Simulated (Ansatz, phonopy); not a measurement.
# Grüneisen parameters and expansion of Mg3SiO (hypothetical, Pm-3m), part 2 of 2

Which modes of Mg3SiO (hypothetical) drive its thermal expansion? The crystal structure is hypothetical: it was made by swapping elements on a known structure type.

Ansatz 0.2.0; DFT PBEsol, scalar-relativistic, plane waves, PAW.

So far. Step 11 (Phonons, V/V0 0.985): The lowest solved frequency is -42.2 cm⁻¹, so the cell is unstable here at these settings (gap near zero, smearing on, k-mesh not tested) and gives no valid free energy. The highest zone-centre mode (no LO–TO term) moved by +3.6 % for a volume change of -1.5 %. Step 12 (Single point at a scaled cell, V/V0 1.03): The run ends at a pressure of -2.35 GPa.

## 13. Lattice dynamics at this volume, V/V0 1.03

Phonons at this volume give one point of F(V, T); meshes stay fixed along the series.

The input, input.yaml:

```yaml
crystal:
  lattice:
    - [4.2305843659, 0.0, 0.0]
    - [0.0, 4.2305843659, 0.0]
    - [0.0, 0.0, 4.2305843659]
  atoms:
    - { symbol: Mg, position: [0.0, 0.5, 0.5] }
    - { symbol: Mg, position: [0.5, 0.0, 0.5] }
    - { symbol: Mg, position: [0.5, 0.5, 0.0] }
    - { symbol: Si, position: [0.0, 0.0, 0.0] }
    - { symbol: O, position: [0.5, 0.5, 0.5] }
kpoints:
  mp_grid: { grid: [8, 8, 8] }
hamiltonian:
  xc: pbesol
scf:
  occupations: { method: methfessel_paxton, width: 0.2 }
output:
  eigenvalues: true
phonons:
  method: dfpt
  qmesh: [4, 4, 4]
  temperatures: { t_max: 1000, t_step: 50 }
  qpath:
    path:
      - [[0.0, 0.0, 0.0], [0.0, 0.5, 0.0], [0.5, 0.5, 0.0], [0.0, 0.0, 0.0], [0.5, 0.5, 0.5], [0.0, 0.5, 0.0]]
      - [[0.5, 0.5, 0.5], [0.5, 0.5, 0.0]]
    npoints: 10
```

On the command line:

```bash
$ ansatz run input.yaml --threads 4 --pin off --max-ram 16384MiB --backend cpu --events-out ev --progress --plain --runs-dir out
```

Run time: 11 min. Hardware: 4 threads of Arm Neoverse V1, shared host; peak memory 2.2 GiB; 42 min of CPU time.

No LO-TO term. The phonon branches at the labelled points (cm⁻¹):

```tsv
point	branch 1	branch 2	branch 3	branch 4	branch 12	branch 13	branch 14	branch 15
Γ	0	0	0	163	297	406	406	406
halfway	86	86	135	168	331	405	405	430
X	125	125	171	171	349	405	405	448
halfway	85	147	147	153	365	398	404	411
M	-52	56	170	170	359	359	394	431
halfway	89	112	142	163	364	381	401	432
Γ	0	0	0	163	297	406	406	406
halfway	94	94	112	191	357	382	382	437
R	-43	-43	-43	213	370	370	370	451
halfway	82	95	104	170	337	375	386	443
X	125	125	171	171	349	405	405	448
jump to R	-43	-43	-43	213	370	370	370	451
halfway	-46	91	91	178	354	363	363	459
M	-52	56	170	170	359	359	394	431
```

The lowest solved frequency is -51.8 cm⁻¹, so the cell is unstable here at these settings (gap near zero, smearing on, k-mesh not tested) and gives no valid free energy. The highest zone-centre mode (no LO–TO term) moved by -7.0 % for a volume change of +3.0 %.

## 14. A cell at another volume, V/V0 0.97

The cell differs from the one that the last finished run ended in (a 4.231 → 4.147 Å, b 4.231 → 4.147 Å, c 4.231 → 4.147 Å).

The input, input.yaml:

```yaml
crystal:
  lattice:
    - [4.1467882885, 0.0, 0.0]
    - [0.0, 4.1467882885, 0.0]
    - [0.0, 0.0, 4.1467882885]
  atoms:
    - { symbol: Mg, position: [0.0, 0.5, 0.5] }
    - { symbol: Mg, position: [0.5, 0.0, 0.5] }
    - { symbol: Mg, position: [0.5, 0.5, 0.0] }
    - { symbol: Si, position: [0.0, 0.0, 0.0] }
    - { symbol: O, position: [0.5, 0.5, 0.5] }
kpoints:
  mp_grid: { grid: [8, 8, 8] }
hamiltonian:
  xc: pbesol
scf:
  occupations: { method: methfessel_paxton, width: 0.2 }
output:
  forces: true
  stress: true
  eigenvalues: true
  write_density: true
  write_potential: true
  elf: true
  volumetric_format: npy
```

It took 1.4 s on 4 threads; peak memory 0.38 GiB; 5.1 s of CPU time.

The run ends at a pressure of 2.74 GPa.

## 15. Phonons, V/V0 0.97

input.yaml, the sections that differ from step 14:

```yaml
output:
  eigenvalues: true
phonons:
  method: dfpt
  qmesh: [4, 4, 4]
  temperatures: { t_max: 1000, t_step: 50 }
  qpath:
    path:
      - [[0.0, 0.0, 0.0], [0.0, 0.5, 0.0], [0.5, 0.5, 0.0], [0.0, 0.0, 0.0], [0.5, 0.5, 0.5], [0.0, 0.5, 0.0]]
      - [[0.5, 0.5, 0.5], [0.5, 0.5, 0.0]]
    npoints: 10
# crystal, kpoints, hamiltonian, scf: as in step 14
```

The job ended after 12 min (4 threads; peak memory 2.1 GiB).

No LO-TO term. The phonon branches at the labelled points (cm⁻¹):

```tsv
point	branch 1	branch 2	branch 3	branch 4	branch 12	branch 13	branch 14	branch 15
Γ	0	0	0	181	310	468	468	468
halfway	94	94	153	185	356	467	467	486
X	141	141	182	182	386	467	467	486
halfway	100	161	164	180	403	441	460	461
M	-38	113	184	184	400	400	457	469
halfway	103	121	157	183	387	437	464	486
Γ	0	0	0	181	310	468	468	468
halfway	110	110	128	213	378	438	438	489
R	-17	-17	-17	238	414	414	414	488
halfway	97	110	121	202	378	415	441	490
X	141	141	182	182	386	467	467	486
jump to R	-17	-17	-17	238	414	414	414	488
halfway	-26	106	106	211	403	405	405	504
M	-38	113	184	184	400	400	457	469
```

The lowest solved frequency is -37.7 cm⁻¹, so the cell is unstable here at these settings (gap near zero, smearing on, k-mesh not tested) and gives no valid free energy. The highest zone-centre mode (no LO–TO term) moved by +7.3 % for a volume change of -3.0 %.

## 16. A cell at another volume, V/V0 1.05

The cell differs from the one that the last finished run ended in (a 4.147 → 4.258 Å, b 4.147 → 4.258 Å, c 4.147 → 4.258 Å).

input.yaml, the sections that differ from step 15:

```yaml
crystal:
  lattice:
    - [4.2577914439, 0.0, 0.0]
    - [0.0, 4.2577914439, 0.0]
    - [0.0, 0.0, 4.2577914439]
  atoms:
    - { symbol: Mg, position: [0.0, 0.5, 0.5] }
    - { symbol: Mg, position: [0.5, 0.0, 0.5] }
    - { symbol: Mg, position: [0.5, 0.5, 0.0] }
    - { symbol: Si, position: [0.0, 0.0, 0.0] }
    - { symbol: O, position: [0.5, 0.5, 0.5] }
output:
  forces: true
  stress: true
  eigenvalues: true
# kpoints, hamiltonian, scf: as in step 15
# phonons: removed
```

The job ended after 1.1 s (4 threads; peak memory 0.37 GiB; 3.8 s of CPU time).

The run ends at a pressure of -3.72 GPa.

## 17. Lattice dynamics at this volume, V/V0 1.05

input.yaml: that of step 16 with these lines changed.

```diff
@@ -18,4 +18,11 @@
 output:
-  forces: true
-  stress: true
   eigenvalues: true
+phonons:
+  method: dfpt
+  qmesh: [4, 4, 4]
+  temperatures: { t_max: 1000, t_step: 50 }
+  qpath:
+    path:
+      - [[0.0, 0.0, 0.0], [0.0, 0.5, 0.0], [0.5, 0.5, 0.0], [0.0, 0.0, 0.0], [0.5, 0.5, 0.5], [0.0, 0.5, 0.0]]
+      - [[0.5, 0.5, 0.5], [0.5, 0.5, 0.0]]
+    npoints: 10
```

Elapsed: 11 min, on 4 threads; peak memory 2.3 GiB; 44 min of CPU time.

The lowest solved frequency is -54.8 cm⁻¹, so the cell is unstable here at these settings (gap near zero, smearing on, k-mesh not tested) and gives no valid free energy. The highest zone-centre mode (no LO–TO term) moved by -11.5 % for a volume change of +5.0 %.

## 18. How the modes move with volume

This step: DFT PBEsol, scalar-relativistic, plane waves, PAW (phonopy 4.10.0).

Volume series, by row:

```tsv
V/V0	V (Å³/atom)	pressure (GPa)	E - E0 (meV/atom)	gap (eV)	zero-point energy (meV/atom)	lowest on the path (cm⁻¹)	highest at Gamma without the LO-TO term (cm⁻¹)
0.97	14.26	2.742	3.67	0	-	-37.74	467.9
0.985	14.48	1.318	0.887	0	-	-42.21	451.8
1	14.7	0.001	0	0	-	-45.94	436.1
1.015	14.92	-1.218	0.852	0	-	-49.07	420.7
1.03	15.14	-2.346	3.308	0	-	-51.77	405.5
1.05	15.44	-3.72	8.925	0	-	-54.8	385.8
```

The optical frequency at Gamma without the LO-TO term by V/V0:

```tsv
V/V0	mode 4 (cm⁻¹)	mode 7 (cm⁻¹)	mode 10 (cm⁻¹)	mode 13 (cm⁻¹)
0.9700	181	220	310	468
0.9850	176	212	307	452
1.0000	172	203	303	436
1.0150	167	195	300	421
1.0300	163	186	297	406
1.0500	158	175	293	386
```

## 19. Summary of results

```
lowest frequency over the volumes : -54.8 cm⁻¹
```

In words: Imaginary modes appear at V/V0 = 0.97, 0.985, 1, 1.015, 1.03 and 1.05, so too few stable volumes remain for a free-energy fit. Mode Grüneisen parameters diverge near a vanishing branch and are not given. The gap is near zero in part of this series and the runs use smearing, so partly filled states at the band edge can make or hide a soft mode on these k-meshes; denser meshes were not tried. The softest solved mode at V/V0 = 1.05 is 55i cm⁻¹ at q = (0, -0.5, -0.5), and 3 of 10 solved wavevectors carry a mode beyond 8i cm⁻¹. In a metal soft modes also hang on the k-mesh and the smearing, which were not converged here. The program warned that a few bands missed the eigensolver's threshold in at least one of the runs. The PAW files were made for PBE and are used here under another functional, for which the program regenerates the frozen cores.

[Logs are printed without paths, hosts, clocks, repeated set-up lines and the standing remarks that a program may print on its own settings, such as how far it seeks lower states.]

[Hosts, paths, dates, database ids (printed as entryN), source tags and the programs' standing remarks are cut or masked in the printed files.]

[A step with changed settings may run another functional than the one named; its input shows which.]

[Of the runs on displaced cells, only some may be shown.]
